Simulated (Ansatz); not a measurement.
G0W0 rungs for SnPHO3 (Cc).

It takes space group Cc (No. 9, monoclinic). The conventional cell has a = 7.076 Å, b = 12.347 Å, c = 4.682 Å, α = 90.00°, β = 120.93°, γ = 90.00°. Nearest to Sn lie 3 O at 2.17 to 2.24 Å. H has 1 P at 1.41 Å nearest. Nearest to P lie 1 H at 1.41 Å and 3 O at 1.54 to 1.55 Å. O has 1 P at 1.54 Å and 1 Sn at 2.24 Å nearest. Nearest to O lie 1 P at 1.54 Å and 1 Sn at 2.17 Å. O has 1 P at 1.55 Å and 1 Sn at 2.19 Å nearest. Farther neighbours and most contacts between anions are not listed.

```yaml
crystal:
  lattice:
    - [3.53785, -6.17340, 0.00000]
    - [3.53785, 6.17340, 0.00000]
    - [-2.40645, 0.00000, 4.01611]
  atoms:
    - { symbol: Sn, position: [0.03463, 0.75762, 0.94131] }
    - { symbol: Sn, position: [0.75762, 0.03463, 0.44131] }
    - { symbol: H, position: [0.41254, 0.30196, 0.89693] }
    - { symbol: H, position: [0.30196, 0.41254, 0.39693] }
    - { symbol: P, position: [0.63862, 0.36570, 0.10893] }
    - { symbol: P, position: [0.36570, 0.63862, 0.60893] }
    - { symbol: O, position: [0.76269, 0.60704, 0.41906] }
    - { symbol: O, position: [0.60704, 0.76269, 0.91906] }
    - { symbol: O, position: [0.56563, 0.14316, 0.17399] }
    - { symbol: O, position: [0.14316, 0.56563, 0.67399] }
    - { symbol: O, position: [0.79227, 0.39886, 0.91665] }
    - { symbol: O, position: [0.39886, 0.79227, 0.41665] }
```

Geometry: measured cell, ions relaxed with PBE. The runs that relaxed it are not among those shown.

Runs so far (Ansatz 0.2.0, start PBE, PAW set soft_1 files, 2×2×4 mesh). Times are wall times on 1 × NVIDIA H100 80GB HBM3 (shared by 6 runs) with 2 threads of AMD EPYC 7R13 (Zen 3), shared host, good to a factor of about two.

| bands summed | cutoff (eV) | gap on the mesh (eV) | time |
| --- | --- | --- | --- |
| 170 | 48 | 5.059 | 8.6 s |
| 412 | 96 | 5.179 | 18 s |

Question: What should the next rung give, with 844 bands and screening to 160 eV, and where is the limit?

The error falls about as one over the bands when the cutoff rises with them. A line through the two highest rungs given predicts 5.222 eV; the run gave 5.296 eV, a miss of 0.074 eV, so the law fails here: the steps don't follow it yet. The two highest rungs put the limit near 5.408 eV, the pair below near 5.263 eV; neither can be trusted until a further rung is run.

Gaps are over the mesh's points; an edge off the mesh would be missed. Limits: not at the basis limit; no spin-orbit coupling; coarse k mesh.

[Paths, hosts, dates, memory and timing lines, banners, echoed tables and standing remarks are left out of the program output.]

[Logs are printed without paths, hosts, clocks, repeated set-up lines and the standing remarks that a program may print on its own settings, such as how far it seeks lower states.]

[Runs of the session that timed out or met a known fault of the program may be left out.]

[Cells called generated may have been cut or substituted from an entry of the Crystallography Open Database or the Materials Project.]

[Hosts, paths, dates, database ids (printed as entryN), source tags and the programs' standing remarks are cut or masked in the printed files.]
